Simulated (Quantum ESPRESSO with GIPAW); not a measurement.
# BN (Qingsongite): how strain moves the 15N line

GIPAW runs (PBEsol, plane-wave PAW from pslibrary 1.0.0 recipes, cutoffs 55 and 340 Ry, one 9×9×9 mesh for all shielding runs; Quantum ESPRESSO with GIPAW, a patched development version; no spin-orbit coupling, no macroscopic shape term) on BN (Qingsongite), space group F-43m before straining. The cell below is strained equally along all axes, and the atoms keep their fractional coordinates.

```xyz
2
Lattice="0.0000 1.8075 1.8075 1.8075 0.0000 1.8075 1.8075 1.8075 0.0000" Properties=species:S:1:pos:R:3 pbc="T T T"
N     0.9038    0.9038    0.9038
B     0.0000    0.0000    0.0000
```

The cell is an entry of the Crystallography Open Database.

The bonds are those of N (atom 1; bound to B4). One row is withheld.

```csv
strain (%),mean bond (Å),σ_iso N (ppm),σ_iso B (ppm)
-2,1.5340,205.38,85.72
-1.5,1.5419,202.37,85.08
-1,1.5497,199.32,84.42
0,1.5653,193.07,83.12
+0.5,1.5732,189.88,82.46
+1,1.5810,?,?
+2,1.5966,179.98,80.45
```

**Task.** Fit σ_iso of N against strain, judge whether a straight line is enough, and predict the withheld row at +1 %.

1. With n = 6: Σx = -2.000, Σy = 1170.00, Σx² = 11.5000, Σxy = -458.735.

2. Slope b = (nΣxy − ΣxΣy)/(nΣx² − (Σx)²) = -6.34 ppm per %, intercept a = (Σy − bΣx)/n = 192.89 ppm.

3. Residuals (run less line), in the order of the table: -0.19, -0.03, +0.09, +0.18, +0.17, -0.22 ppm. They bend in one sense; the largest is 0.8 % of the range of σ, so a line serves for most purposes and a parabola takes up the rest: σ = 193.07 − 6.349 x − 0.098 x², with residuals of 0.01 ppm or less.

4. At +1 % (inside the fitted range) the line gives 186.54 ppm and the parabola 186.63 ppm.

5. The run gives:

```
strain (%)  mean bond (Å)  σ_iso N (ppm)  σ_iso B (ppm)
        +1         1.5810         186.63          81.79
```

Prediction less run: the line misses by -0.09 ppm, the parabola hits it to the digits shown. By the parabola, a strain of +1 % changes σ of N by -6.45 ppm and one of −1 % by +6.25 ppm; the mean slope is -6.34 ppm per %, or 4.1 ppm for 0.01 Å of mean bond length. The shift moves the opposite way, scaled by the slope of a reference line. Over the table σ of B goes from 85.72 to 80.45 ppm. Zero strain is the database's lattice, not this functional's rest cell, and neither cutoff nor mesh was tested for the slopes. The omitted shape term, common to all sites, changes with strain too. This build of gipaw.x prints that it is not audited and that its numbers are no references by themselves.

[Banner, clock, file and message-heading lines were taken out of the pw.x and gipaw.x logs.]

[Logs are printed without paths, hosts, clocks, repeated set-up lines and the standing remarks that a program may print on its own settings, such as how far it seeks lower states.]

[Hosts, paths, dates, database ids (printed as entryN), source tags and the programs' standing remarks are cut or masked in the printed files.]
